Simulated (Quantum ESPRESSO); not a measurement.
# Cl on fcc sites of Rh(111), stepped through the coverage, part 4 of 10

Aim: how the results for Cl on fcc sites of Rh(111) change with the coverage.

Quantum ESPRESSO 7.5; plane-wave DFT, PBE, GBRV ultrasoft pseudopotentials.

So far. Step 2 (Variable-cell relaxation of the reference):  The last row is no step: it is a fresh SCF in the final cell with a new plane-wave basis, -0 meV from the row before. Step 5 (Relaxation with pw.x, 0 ML): The relaxation lowers the energy by 12 meV an atom. On the free atoms the largest force ends at 0.001 eV/Å.

**6. SCF with pw.x, 0 ML**

A run under open boundaries on these atoms gives the vacuum levels.

m0.esm.in

```
&control
  prefix = 'm0.esm'
  outdir = './out'
  pseudo_dir = './pseudo'
  calculation = 'scf'
  tprnfor = .true.
/
&system
  ibrav = 0
  nat = 3
  ntyp = 1
  ecutwfc = 40
  ecutrho = 200
  occupations = 'smearing'
  smearing = 'mv'
  degauss = 0.02
  assume_isolated = 'esm'
  esm_bc = 'bc1'
/
&electrons
  conv_thr = 1e-07
  mixing_beta = 0.25
  electron_maxstep = 160
  mixing_mode = 'local-TF'
  mixing_ndim = 12
/
ATOMIC_SPECIES
  Rh  102.9055  rh_pbe_v1.4.uspp.F.UPF
CELL_PARAMETERS angstrom
  2.70966521178718 0.00000000000000 0.00000000000000
  1.35483260589359 2.34663890915864 0.00000000000000
  0.00000000000000 0.00000000000000 18.54292636387133
ATOMIC_POSITIONS crystal
  Rh  0.333333333300 0.333333333300 -0.115770797700
  Rh  0.666666666700 0.666666666700 0.000000000000
  Rh  0.000000000000 0.000000000000 0.115770797700
K_POINTS automatic
  10 10 1 0 0 0
```

Started as:

```console
$ OMP_NUM_THREADS=1 mpirun -n 16 pw.x -nk 4 -in m0.esm.in > m0.esm.out
```

Log:

```text
[banner, memory and clock lines left out]
Program PWSCF v.7.5 starts
[citation notice left out]

[...]
Message from routine setup:
[...]
bravais-lattice index     =            0
     lattice parameter (alat)  =       5.1205  a.u.
     unit-cell volume          =     795.6770 (a.u.)^3
     number of atoms/cell      =            3
     number of atomic types    =            1
     number of electrons       =        45.00
     number of Kohn-Sham states=           28
     kinetic-energy cutoff     =      40.0000  Ry
     charge density cutoff     =     200.0000  Ry
     scf convergence threshold =      1.0E-07
     mixing beta               =       0.2500
     number of iterations used =           12  local-TF  mixing
     Exchange-correlation=  SLA  PW   PBX  PBC
                           (   1   4   3   4   0   0   0)

     Effective Screening Medium Method
     Boundary Conditions: Vacuum-Slab-Vacuum
     total charge in unit cell        =   0.0000
     grid points for fit at edges     =        4

[...]
PseudoPot. # 1 for Rh read from file:
     ./pseudo/rh_pbe_v1.4.uspp.F.UPF
     Pseudo is Ultrasoft + core correction, Zval = 15.0
     Generated by new atomic code, or converted to UPF format
     Using radial grid of  969 points,  7 beta functions with:
                l(1) =   0
                l(2) =   0
                l(3) =   1
                l(4) =   1
                l(5) =   2
                l(6) =   2
                l(7) =   2
     Q(r) pseudized with  8 coefficients,  rinner =    1.200   1.200   1.200
                                                       1.200   1.200

     atomic species   valence    mass     pseudopotential
     Rh               15.00   102.90550     Rh( 1.00)

     12 Sym. Ops., with inversion, found ( 6 have fractional translation)

[...]
number of k points=    14  Marzari-Vanderbilt smearing, width (Ry)=  0.0200
[...]
Dense  grid:    38125 G-vectors     FFT dimensions: (  24,  24, 160)

     Smooth grid:    27279 G-vectors     FFT dimensions: (  24,  24, 144)

     Initial potential from superposition of free atoms

     starting charge      43.4997, renormalised to      45.0000

     negative rho (up, down):  1.805E-01 0.000E+00
     Starting wfcs are   36 randomized atomic wfcs

     per-process dynamical memory:    14.9 Mb

     Self-consistent Calculation

     iteration #  1     ecut=    40.00 Ry     beta= 0.25
     Davidson diagonalization with overlap
     ethr =  1.00E-02,  avg # of iterations =  2.3

     negative rho (up, down):  1.843E-01 0.000E+00

     total energy              =    -513.59109135 Ry
     estimated scf accuracy    <       1.46084127 Ry

     iteration #  2     ecut=    40.00 Ry     beta= 0.25
[...]
negative rho (up, down):  1.982E-01 0.000E+00

[...]
total energy              =    -513.31311089 Ry
     estimated scf accuracy    <       0.85722928 Ry

     iteration #  3     ecut=    40.00 Ry     beta= 0.25
[...]
negative rho (up, down):  1.999E-01 0.000E+00

[...]
total energy              =    -513.40662201 Ry
     estimated scf accuracy    <       0.08648439 Ry

     iteration #  4     ecut=    40.00 Ry     beta= 0.25
[...]
negative rho (up, down):  1.999E-01 0.000E+00

[...]
total energy              =    -513.47347165 Ry
     estimated scf accuracy    <       0.01169497 Ry

     iteration #  5     ecut=    40.00 Ry     beta= 0.25
[...]
c_bands:  1 eigenvalues not converged
[...]
negative rho (up, down):  1.966E-01 0.000E+00

[...]
total energy              =    -513.48097833 Ry
     estimated scf accuracy    <       0.00826324 Ry

     iteration #  6     ecut=    40.00 Ry     beta= 0.25
[...]
negative rho (up, down):  1.972E-01 0.000E+00

[...]
total energy              =    -513.47799650 Ry
     estimated scf accuracy    <       0.02062031 Ry

[...]
iteration # 19     ecut=    40.00 Ry     beta= 0.25
[...]
negative rho (up, down):  1.837E-01 0.000E+00

[...]
total energy              =    -513.48514469 Ry
     estimated scf accuracy    <       0.00000987 Ry

     iteration # 20     ecut=    40.00 Ry     beta= 0.25
[...]
negative rho (up, down):  1.836E-01 0.000E+00

[...]
total energy              =    -513.48514504 Ry
     estimated scf accuracy    <       0.00000015 Ry

     iteration # 21     ecut=    40.00 Ry     beta= 0.25
[...]
negative rho (up, down):  1.836E-01 0.000E+00

[...]
total energy              =    -513.48514557 Ry
     estimated scf accuracy    <       0.00000012 Ry

     iteration # 22     ecut=    40.00 Ry     beta= 0.25
[...]
negative rho (up, down):  1.836E-01 0.000E+00

[...]
End of self-consistent calculation

          k = 0.0000 0.0000 0.0000 (  3383 PWs)   bands (ev):

   -52.1049 -51.6376 -51.6376 -51.3434 -51.2326 -51.1226 -51.1226 -51.1189
   -51.1189 -12.2147 -10.8402 -10.6319  -8.1025  -8.1025  -7.9521  -7.7213
    -7.7213  -7.5639  -7.3533  -7.3533  -6.0294  -6.0294  -5.4313  -5.4313
    -5.3470  -4.6483  -4.6483  -3.9109

          k = 0.0000 0.1155 0.0000 (  3365 PWs)   bands (ev):

   -52.0927 -51.6951 -51.6502 -51.3293 -51.2381 -51.1696 -51.1655 -51.1346
   -51.1302 -11.8793 -10.5649 -10.3078  -8.4058  -8.1375  -7.9725  -7.8701
    -7.5650  -7.4242  -7.3784  -7.1024  -6.3924  -6.1186  -5.9889  -5.5412
    -5.4141  -4.6335  -4.2860  -2.6235

[...]
the Fermi energy is    -5.0812 ev

!    total energy              =    -513.48514701 Ry
     estimated scf accuracy    <       0.00000002 Ry
     smearing contrib. (-TS)   =       0.00036937 Ry
     internal energy E=F+TS    =    -513.48551638 Ry

     The total energy is F=E-TS. E is the sum of the following terms:
     one-electron contribution =    4312.55373698 Ry
     hartree contribution      =   -2158.72316822 Ry
     xc contribution           =     -89.68748821 Ry
     ewald contribution        =   -2577.62859694 Ry

     convergence has been achieved in  22 iterations

     negative rho (up, down):  1.836E-01 0.000E+00

     Forces acting on atoms (cartesian axes, Ry/au):

     atom    1 type  1   force =     0.00000000    0.00000000    0.00008112
     atom    2 type  1   force =     0.00000000    0.00000000    0.00000000
     atom    3 type  1   force =     0.00000000    0.00000000   -0.00008112

     Total force =     0.000115     Total SCF correction =     0.000587
     SCF correction compared to forces is large: reduce conv_thr to get better values

[...]
```

Elapsed: 7.8 s, on 16 MPI ranks of Arm Neoverse V2, shared host; peak memory 0.95 GiB; 2 min of CPU time.

Read from the output:

```
Fermi energy                                                   : -5.081 eV
vacuum line at the lower end of the cell, over the Fermi level : 5.081 eV
vacuum line at the upper end of the cell, over the Fermi level : 5.081 eV
```

Electrostatic potential energy of an electron; zero at the Fermi level. Potential energy, planar mean against z:

z (Å), potential energy, planar mean (eV) and a bar from the least value:
```
       -9        5.1 ##############################
       -8        5.1 ##############################
       -7        5.1 ##############################
       -6        5.1 ##############################
       -5        5.0 ##############################
       -4        4.6 #############################
       -3       -1.8 #####################
       -2      -17.6 ##
       -1       -1.4 ######################
        0      -18.8 
        1       -1.4 ######################
        2      -17.6 ##
        3       -1.8 #####################
        4        4.6 #############################
        5        5.0 ##############################
        6        5.1 ##############################
        7        5.1 ##############################
        8        5.1 ##############################
        9        5.1 ##############################
```

The vacuum levels are read from the outermost 0.7 Å of the cell on either side.

Inside the slab this potential holds the local part of the pseudopotentials, which can be repulsive at the nuclei; only its value in the vacuum has a meaning of its own.

[end of part 4 of 10]

[Logs are printed without paths, hosts, clocks, repeated set-up lines and the standing remarks that a program may print on its own settings, such as how far it seeks lower states.]

[Hosts, paths, dates, database ids (printed as entryN), source tags and the programs' standing remarks are cut or masked in the printed files.]

[Maps of the electrostatic potential energy from Ansatz leave out the sawtooth potential of an applied field or a dipole correction, so their vacuum need not be flat; planar profiles and work functions include it.]
